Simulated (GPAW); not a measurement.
# A Cu chain with a Na atom on top of one atom: transmission at several levels

Aim: T(E), conductance and thermopower of a Cu chain with a Na atom on top of one atom, and what cheaper settings cost in accuracy.

Calculated with GPAW 26.7.0; GPAW LCAO, PAW setups; Landauer transmission from Green's functions with principal layers (ASE), zero bias.

**1. The starting structure**

The cell holds 12 atoms: 11 Cu and 1 Na. Its edges and angles: a = 9.000 Å, b = 9.000 Å, c = 25.300 Å, α = 90.0°, β = 90.0°, γ = 90.0°. Regions: left lead, 5 atoms (5 Cu); channel, 2 atoms (1 Cu and 1 Na); right lead, 5 atoms (5 Cu). Vacuum lies along a and b. The structure is stacked along c, and the current runs across the ab planes.

**2. Double-zeta polarised basis**

The script solves lead and junction separately, takes H and S in the orbital basis, and joins semi-infinite leads through their self-energies; the dzp basis is the working standard.

The input, run.py:

```python
import json
import numpy as np
from ase import Atoms
from ase.transport.calculators import TransportCalculator
from gpaw import GPAW, FermiDirac
from gpaw.lcao.tools import get_lcao_hamiltonian
from scipy.linalg import eigh

# The junction with lead layers at both ends, along the third cell vector
device = Atoms(
    ['Cu', 'Cu', 'Cu', 'Cu', 'Cu', 'Cu', 'Na', 'Cu', 'Cu', 'Cu', 'Cu', 'Cu'],
    positions=[
        [4.50000, 4.50000, 1.15000],
        [4.50000, 4.50000, 3.45000],
        [4.50000, 4.50000, 5.75000],
        [4.50000, 4.50000, 8.05000],
        [4.50000, 4.50000, 10.35000],
        [4.50000, 4.50000, 12.65000],
        [7.11270, 4.50000, 12.65000],
        [4.50000, 4.50000, 14.95000],
        [4.50000, 4.50000, 17.25000],
        [4.50000, 4.50000, 19.55000],
        [4.50000, 4.50000, 21.85000],
        [4.50000, 4.50000, 24.15000]],
    cell=[[9.0, 0.0, 0.0], [0.0, 9.0, 0.0], [0.0, 0.0, 25.3]],
    pbc=True)

# One principal layer of the lead: the first 3 atoms of the device
lead = Atoms(
    ['Cu', 'Cu', 'Cu'],
    positions=[
        [4.50000, 4.50000, 1.15000],
        [4.50000, 4.50000, 3.45000],
        [4.50000, 4.50000, 5.75000]],
    cell=[[9.0, 0.0, 0.0], [0.0, 9.0, 0.0], [0.0, 0.0, 6.9]],
    pbc=True)

settings = dict(mode='lcao', basis='dzp', xc='PBE', h=0.2,
                occupations=FermiDirac(0.1), maxiter=250,
                mixer=dict(beta=0.1, nmaxold=8, weight=100.0),
                convergence=dict(density=0.0001))
energies = np.arange(-2, 2 + 1e-9, 0.05)
eta = 0.0001
n1, n2 = 1, 1
# k and -k transmit alike, so half of the mesh across the current serves
mesh = [(i, j) for i in range(n1) for j in range(n2) if (i, j) <= (-i % n1, -j % n2)]
weights = np.array([1 if (i, j) == (-i % n1, -j % n2) else 2 for i, j in mesh]) / (n1 * n2)

# [... helper functions left out ...]
fermi_lead = ground_state(lead, (1, 1, 16), 'lead.txt')
fermi_device = ground_state(device, (1, 1, 3), 'device.txt')
# [... loop over the mesh left out, but for ...]
        # Shift the lead onto the potential of the device's first layer
        shift = ((H[:, 0, 0] - H0[:, 0, 0]) / S0[0, 0]).real.mean()
# [...]
kT = 8.617333e-5 * 77
bias = [0.1, 0.2, 0.5, 1.0, 1.5, 2.0]
# [... integrals and printing left out ...]
```

Run with:

```console
OMP_NUM_THREADS=1 OPENBLAS_NUM_THREADS=1 python run.py
```

The log of the run:

```text
basis functions: device 182, principal layer 45
Fermi level: lead -3.6828 eV, device -3.1620 eV; lead shifted by -0.0224 eV
largest coupling past the next layer 4.59e-05 eV, largest misfit of the first layer 0.039 eV
  E-E_F (eV)   T (one spin)  channels
    -2.000    9.9780e-01    1.0000
    -1.950    9.8407e-01    1.0000
    -1.900    9.7744e-01    1.0000
    -1.850    8.7307e-01    1.0000
    -1.800    9.9877e-01    1.0000
    -1.750    1.0126e+00    3.0000
    -1.700    1.3812e+00    3.0000
    -1.650    2.1860e+00    3.0000
    -1.600    2.5591e+00    3.0000
    -1.550    2.6770e+00    3.0000
    -1.500    2.7658e+00    3.0000
    -1.450    2.8555e+00    3.0000
    -1.400    2.9235e+00    3.0000
    -1.350    2.9616e+00    3.0000
    -1.300    2.9032e+00    3.0000
    -1.250    3.5744e+00    4.0000
[...]
1.650    9.9450e-01    1.0000
     1.700    9.9467e-01    1.0000
     1.750    9.9478e-01    1.0000
     1.800    9.9485e-01    1.0000
     1.850    9.9490e-01    1.0000
     1.900    9.9491e-01    1.0000
     1.950    9.9490e-01    1.0000
     2.000    9.9487e-01    1.0000
conductance at 77 K: 0.99906 G0 a cell; thermopower -0.001855 uV/K
current from the zero-bias T(E) at 0.1 V: 7.7407 uA
current from the zero-bias T(E) at 0.2 V: 15.481 uA
current from the zero-bias T(E) at 0.5 V: 42.602 uA
current from the zero-bias T(E) at 1.0 V: 107.07 uA
current from the zero-bias T(E) at 1.5 V: 187.43 uA
current from the zero-bias T(E) at 2.0 V: 275.58 uA
```

Run time: 34 s. Hardware: 1 thread of Arm Neoverse V2, shared host; peak memory 0.87 GiB.

Numbers from this step:

```yaml
conductance: 0.9991 G₀
largest_coupling_past_the_next_principal_layer: 4.59e-5 eV
largest_misfit_of_the_first_principal_layer: 0.03886 eV
shift_that_aligns_the_lead: -0.02238 eV
basis_functions_of_the_junction: 182
basis_functions_of_a_principal_layer: 45
transmission_at_the_fermi_level_one_spin: 0.9991
open_channels_of_the_lead_at_the_fermi_level_one_spin: 1
```

One spin. The transmission, zone mean by energy, zero at the Fermi level:

energy (eV), transmission, zone mean and a bar:
```
    -2.00       1.00 #####
    -1.90       0.98 #####
    -1.80       1.00 #####
    -1.70       1.38 #########
    -1.55       2.68 ####################
    -1.45       2.86 #####################
    -1.35       2.96 ######################
    -1.25       3.57 ###########################
    -1.15       3.89 ##############################
    -1.05       3.86 ##############################
    -0.90       3.77 #############################
    -0.80       3.66 ############################
    -0.70       3.37 ##########################
    -0.60       3.06 #######################
    -0.50       2.81 #####################
    -0.40       2.48 ##################
    -0.25       1.77 ############
    -0.15       1.00 #####
    -0.05       1.00 #####
     0.00       1.00 #####
     0.05       1.00 #####
     0.15       1.00 #####
     0.25       1.00 #####
     0.40       1.00 #####
     0.50       1.00 #####
     0.60       1.00 #####
     0.70       1.00 #####
     0.80       1.00 #####
     0.90       0.99 #####
     1.05       0.39 
     1.15       0.95 #####
     1.25       0.98 #####
     1.35       0.99 #####
     1.45       0.99 #####
     1.55       0.99 #####
     1.70       0.99 #####
     1.80       0.99 #####
     1.90       0.99 #####
     2.00       0.99 #####
```

Crossings of the lead's bands, unfolded to its shortest repeat. The open channels, zone mean by energy, zero at the Fermi level:

```
energy (eV)  open channels, zone mean
      -2.00                         1
      -1.85                         1
      -1.70                         3
      -1.60                         3
      -1.45                         3
      -1.30                         3
      -1.15                         4
      -1.05                         4
      -0.90                         4
      -0.75                         6
      -0.60                         6
      -0.50                         4
      -0.35                         4
      -0.20                         3
      -0.05                         1
       0.00                         1
       0.05                         1
       0.20                         1
       0.35                         1
       0.50                         1
       0.60                         1
       0.75                         1
       0.90                         1
       1.05                         1
       1.15                         1
       1.30                         1
       1.45                         1
       1.60                         1
       1.70                         1
       1.85                         1
       2.00                         1
```

Not self-consistent under bias; the bias window is split evenly. The current through one cell, from the zero-bias transmission by bias:

```
bias (V)  current through one cell, from the zero-bias transmission (μA)
   0.100                                                            7.74
   0.200                                                            15.5
   0.500                                                            42.6
   1.000                                                             107
   1.500                                                             187
   2.000                                                             276
```

The transmission of the three most open eigenchannels by energy, zero at the Fermi level:

```
energy (eV)  channel 1  channel 2  channel 3
      -2.00      0.998          0          0
      -1.85      0.873    2.4e-10          0
      -1.70      0.997      0.193      0.191
      -1.60      0.996      0.814      0.749
      -1.45      0.994      0.953      0.908
      -1.30      0.993      0.965      0.945
      -1.15      0.996      0.990      0.972
      -1.05      0.993      0.973      0.963
      -0.90      0.997      0.959      0.923
      -0.75      0.995      0.905      0.857
      -0.60      0.995      0.797      0.753
      -0.50      0.997      0.747      0.699
      -0.35      0.998      0.618      0.502
      -0.20      0.998      0.371      0.272
      -0.05      0.999    6.9e-12    6.7e-12
       0.00      0.999          0          0
       0.05      0.999          0          0
       0.20      0.999          0          0
       0.35      0.999          0          0
       0.50      0.999          0          0
       0.60      0.999          0          0
       0.75      0.997          0          0
       0.90      0.993          0          0
       1.05      0.387          0          0
       1.15      0.949          0          0
       1.30      0.988          0          0
       1.45      0.993          0          0
       1.60      0.994          0          0
       1.70      0.995          0          0
       1.85      0.995          0          0
       2.00      0.995          0          0
```

Couplings past the next layer reach 4.6e-5 eV, small enough to drop; the matrix elements of the cell's first layer differ from the bulk lead's by up to 0.039 eV. That layer keeps its own values in the calculation, and only beyond it is the lead taken as perfect. The Fermi levels of lead and junction count from different zeros of potential, one for each periodic cell; with both set to zero, the small remaining shift is what aligns them. By hand: G = 0.9991 × 77.48 μS = 77.4 μS, a resistance of 12.9 kΩ; at 0.1 V a linear junction would pass 7.74 μA, and the integral over the bias window gives 7.74 μA.

**3. GPAW, szp: basis = "szp(dzp)"**

The second zeta is dropped, the polarisation orbitals stay.

run.py: that of step 2 with these lines changed.

```diff
@@ -37,3 +37,3 @@
 
-settings = dict(mode='lcao', basis='dzp', xc='PBE', h=0.2,
+settings = dict(mode='lcao', basis='szp(dzp)', xc='PBE', h=0.2,
                 occupations=FermiDirac(0.1), maxiter=250,
```

The log of the run:

```text
basis functions: device 109, principal layer 27
Fermi level: lead -3.7203 eV, device -3.1397 eV; lead shifted by -0.0199 eV
largest coupling past the next layer 4.61e-05 eV, largest misfit of the first layer 0.055 eV
  E-E_F (eV)   T (one spin)  channels
    -2.000    9.8948e-01    1.0000
    -1.950    9.8951e-01    1.0000
    -1.900    9.1835e-01    1.0000
    -1.850    5.7267e-01    1.0000
    -1.800    9.9382e-01    1.0000
    -1.750    1.0197e+00    3.0000
    -1.700    1.3427e+00    3.0000
    -1.650    1.9818e+00    3.0000
    -1.600    2.3631e+00    3.0000
    -1.550    2.4943e+00    3.0000
    -1.500    2.5856e+00    3.0000
    -1.450    2.6949e+00    3.0000
    -1.400    2.8016e+00    3.0000
    -1.350    2.8751e+00    3.0000
    -1.300    2.8696e+00    3.0000
    -1.250    3.7656e+00    4.0000
[...]
1.650    9.9500e-01    1.0000
     1.700    9.9505e-01    1.0000
     1.750    9.9506e-01    1.0000
     1.800    9.9504e-01    1.0000
     1.850    9.9498e-01    1.0000
     1.900    9.9490e-01    1.0000
     1.950    9.9478e-01    1.0000
     2.000    9.9464e-01    1.0000
conductance at 77 K: 0.99904 G0 a cell; thermopower -0.003356 uV/K
current from the zero-bias T(E) at 0.1 V: 7.7406 uA
current from the zero-bias T(E) at 0.2 V: 15.538 uA
current from the zero-bias T(E) at 0.5 V: 50.988 uA
current from the zero-bias T(E) at 1.0 V: 125.91 uA
current from the zero-bias T(E) at 1.5 V: 213.78 uA
current from the zero-bias T(E) at 2.0 V: 305.65 uA
```

Elapsed: 30 s, on 1 thread; peak memory 0.85 GiB.

Numbers from this step:

```yaml
conductance: 0.9990 G₀
largest_coupling_past_the_next_principal_layer: 4.61e-5 eV
largest_misfit_of_the_first_principal_layer: 0.05524 eV
shift_that_aligns_the_lead: -0.01992 eV
basis_functions_of_the_junction: 109
basis_functions_of_a_principal_layer: 27
transmission_at_the_fermi_level_one_spin: 0.9990
```

One spin. Table of transmission, zone mean by energy, zero at the Fermi level:

energy (eV), transmission, zone mean and a bar from the least value:
```
    -2.00       0.99 #
    -1.90       0.92 
    -1.80       0.99 #
    -1.70       1.34 ####
    -1.55       2.49 ##############
    -1.45       2.69 ################
    -1.35       2.88 ##################
    -1.25       3.77 ##########################
    -1.15       2.90 ##################
    -1.05       3.85 ###########################
    -0.90       3.83 ##########################
    -0.80       3.73 #########################
    -0.75       4.23 ##############################
    -0.70       3.74 ##########################
    -0.60       3.40 #######################
    -0.50       3.22 #####################
    -0.40       3.00 ###################
    -0.25       2.41 ##############
    -0.15       2.43 ##############
    -0.05       1.00 #
     0.00       1.00 #
     0.05       1.00 #
     0.15       1.00 #
     0.25       1.00 #
     0.40       1.00 #
     0.50       1.00 #
     0.60       1.00 #
     0.70       1.00 #
     0.80       0.99 #
     0.90       0.96 
     1.05       0.94 
     1.15       0.98 #
     1.25       0.99 #
     1.35       0.99 #
     1.45       0.99 #
     1.55       0.99 #
     1.70       1.00 #
     1.80       1.00 #
     1.90       0.99 #
     2.00       0.99 #
```

Crossings of the lead's bands, unfolded to its shortest repeat. Table of open channels, zone mean by energy, zero at the Fermi level:

```
energy (eV)  open channels, zone mean
     -2.000                         1
     -1.800                         1
     -1.600                         3
     -1.400                         3
     -1.200                         4
     -1.000                         4
     -0.800                         4
     -0.600                         6
     -0.400                         4
     -0.200                         3
      0.000                         1
      0.200                         1
      0.400                         1
      0.600                         1
      0.800                         1
      1.000                         1
      1.200                         1
      1.400                         1
      1.600                         1
      1.800                         1
      2.000                         1
```

Not self-consistent under bias; the bias window is split evenly. Table of current through one cell, from the zero-bias transmission by bias:

```
bias (V)  current through one cell, from the zero-bias transmission (μA)
   0.100                                                            7.74
   0.200                                                            15.5
   0.500                                                            51.0
   1.000                                                             126
   1.500                                                             214
   2.000                                                             306
```

The transmission of the three most open eigenchannels by energy, zero at the Fermi level:

```
energy (eV)  channel 1  channel 2  channel 3
      -2.00      0.989          0          0
      -1.85      0.573    1.6e-11    6.4e-12
      -1.70      0.999      0.211      0.133
      -1.60      0.998      0.711      0.654
      -1.45      0.997      0.852      0.845
      -1.30      0.996      0.962      0.911
      -1.15      0.994      0.942      0.940
      -1.05      0.996      0.992      0.962
      -0.90      0.997      0.969      0.942
      -0.75      0.995      0.947      0.908
      -0.60      0.995      0.888      0.833
      -0.50      0.997      0.869      0.811
      -0.35      0.998      0.849      0.731
      -0.20      0.998      0.663      0.480
      -0.05      0.999    1.0e-10    7.7e-11
       0.00      0.999    4.2e-12    3.8e-12
       0.05      0.999          0          0
       0.20      0.999          0          0
       0.35      0.999          0          0
       0.50      0.999          0          0
       0.60      0.999          0          0
       0.75      0.997          0          0
       0.90      0.963          0          0
       1.05      0.935          0          0
       1.15      0.983          0          0
       1.30      0.992          0          0
       1.45      0.994          0          0
       1.60      0.995          0          0
       1.70      0.995          0          0
       1.85      0.995          0          0
       2.00      0.995          0          0
```

The conductance equals that of the dzp run to 0.2 %.

**4. GPAW, sz: basis = "sz(dzp)"**

One function for each valence shell of the setup, as for a first survey of a large system.

run.py: that of step 3 with these lines changed.

```diff
@@ -37,3 +37,3 @@
 
-settings = dict(mode='lcao', basis='szp(dzp)', xc='PBE', h=0.2,
+settings = dict(mode='lcao', basis='sz(dzp)', xc='PBE', h=0.2,
                 occupations=FermiDirac(0.1), maxiter=250,
```

The log of the run:

```text
basis functions: device 73, principal layer 18
Fermi level: lead -3.5183 eV, device -2.9401 eV; lead shifted by -0.0061 eV
largest coupling past the next layer 4.64e-05 eV, largest misfit of the first layer 0.058 eV
  E-E_F (eV)   T (one spin)  channels
    -2.000    6.2389e-01    1.0000
    -1.950    9.8118e-01    1.0000
    -1.900    9.9347e-01    1.0000
[...]
1.950    9.9897e-01    1.0000
     2.000    9.9890e-01    1.0000
conductance at 77 K: 0.99911 G0 a cell; thermopower 0.002996 uV/K
current from the zero-bias T(E) at 0.1 V: 7.7411 uA
current from the zero-bias T(E) at 0.2 V: 15.516 uA
current from the zero-bias T(E) at 0.5 V: 47.035 uA
current from the zero-bias T(E) at 1.0 V: 114.23 uA
current from the zero-bias T(E) at 1.5 V: 196.83 uA
current from the zero-bias T(E) at 2.0 V: 283.04 uA
```

Wall time 25 s (1 thread); peak memory 0.82 GiB.

This step gave:

```
conductance                                    : 0.9991 G₀
largest coupling past the next principal layer : 4.64e-5 eV
largest misfit of the first principal layer    : 0.05835 eV
shift that aligns the lead                     : -0.006083 eV
basis functions of the junction                : 73
basis functions of a principal layer           : 18
transmission at the Fermi level (one spin)     : 0.9991
```

One spin. The transmission, zone mean by energy, zero at the Fermi level:

energy (eV), transmission, zone mean and a bar:
```
    -2.00       0.62 ####
    -1.90       0.99 #######
    -1.80       1.00 #######
    -1.70       1.87 ##############
    -1.55       2.57 ###################
    -1.45       2.75 ####################
    -1.35       3.79 ############################
    -1.30       3.85 ############################
    -1.25       3.83 ############################
    -1.15       3.13 #######################
    -1.05       3.90 ############################
    -0.90       3.80 ############################
    -0.80       3.61 ##########################
    -0.75       4.12 ##############################
    -0.70       3.57 ##########################
    -0.60       3.15 #######################
    -0.50       2.84 #####################
    -0.40       2.55 ###################
    -0.25       2.07 ###############
    -0.15       1.75 #############
    -0.05       1.00 #######
     0.00       1.00 #######
     0.05       1.00 #######
     0.15       1.00 #######
     0.25       1.00 #######
     0.40       1.00 #######
     0.50       1.00 #######
     0.60       0.99 #######
     0.70       0.96 #######
     0.80       0.01 
     0.90       0.97 #######
     1.05       0.99 #######
     1.15       1.00 #######
     1.25       1.00 #######
     1.35       1.00 #######
     1.45       1.00 #######
     1.55       1.00 #######
     1.70       1.00 #######
     1.80       1.00 #######
     1.90       1.00 #######
     2.00       1.00 #######
```

The conductance equals that of the dzp run to 0.2 %.

(Part 1 of 2 ends here.)

[Logs are printed without paths, hosts, clocks, repeated set-up lines and the standing remarks that a program may print on its own settings, such as how far it seeks lower states.]

[Hosts, paths, dates, database ids (printed as entryN), source tags and the programs' standing remarks are cut or masked in the printed files.]
